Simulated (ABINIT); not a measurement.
**BP (F-43m): G0W0 with ABINIT, start to end**

It takes space group F-43m (No. 216, cubic). The conventional cell has a = 4.538 Å, b = 4.538 Å, c = 4.538 Å, α = 90.00°, β = 90.00°, γ = 90.00°. Nearest to B lie 4 P at 1.97 Å. Nearest to P lie 4 B at 1.97 Å. Farther neighbours, and contacts between anions beyond the nearest, are not listed.

| Quantity | Value |
| --- | --- |
| method | RPA screening on PBE, plane waves, norm-conserving pseudopotentials (and 2 further levels or steps) |
| program | ABINIT 10.8.3 |
| settings | cutoff 34 Ha, PseudoDojo scalar-relativistic 0.4.1 standard, norm-conserving, potential set dojo-sr-pbe-0.4.1-standard, ngkpt (6, 6, 6), nband 132, ecuteps 8.8 Ha, inclvkb 2, shiftk (0, 0, 0), symchi 1, awtr 1, frequency ppm, 6×6×6 k-mesh |
| cost | 5 runs, 1.7 min in all on 4 MPI ranks of Intel Xeon Platinum 8488C (Sapphire Rapids), shared host |
| notes | The cell and positions come from the Crystallography Open Database and are kept as given unless a step says otherwise. |
| PBE gap | 1.26 eV, indirect |
| G0W0 gap on the mesh | 2.06 eV |
| G0W0 gap over the zone (rigid shift) | 1.98 eV |
| GW settings | 6×6×6 mesh, 132 bands, screening to 239.5 eV, Godby-Needs plasmon pole |
| known limits | short of the basis limit |

G0W0 moves the gap on the mesh from 1.35 eV to 2.06 eV (+0.72 eV), with Z of 0.79 and 0.81 at the edges. The mesh misses the band edges by 0.09 eV in all; a rigid shift gives 1.98 eV for the zone.

[Paths, hosts, dates, memory and timing lines, banners, echoed tables and standing remarks are left out of the program output; an Ansatz launch command may be rebuilt from the run's recorded settings. Measured values are a selection of at most five: reports struck by readers or far from the other reports are left out. None is set beside runs whose start may be inverted or whose files or cutoffs have a known fault.]

[Runs of the session that timed out or met a known fault of the program may be left out.]

[Hosts, paths, dates, database ids (printed as entryN), source tags and the programs' standing remarks are cut or masked in the printed files.]

[G0W0 gaps are taken among the corrected bands and points alone; a level outside them can change the order at an edge.]

[Where Ansatz stands beside ABINIT at settings called matched, ABINIT's density can come from a denser mesh and the files from another edition; pairs whose starting gaps differed by over 0.03 eV were left out, so agreement reads better than it is.]
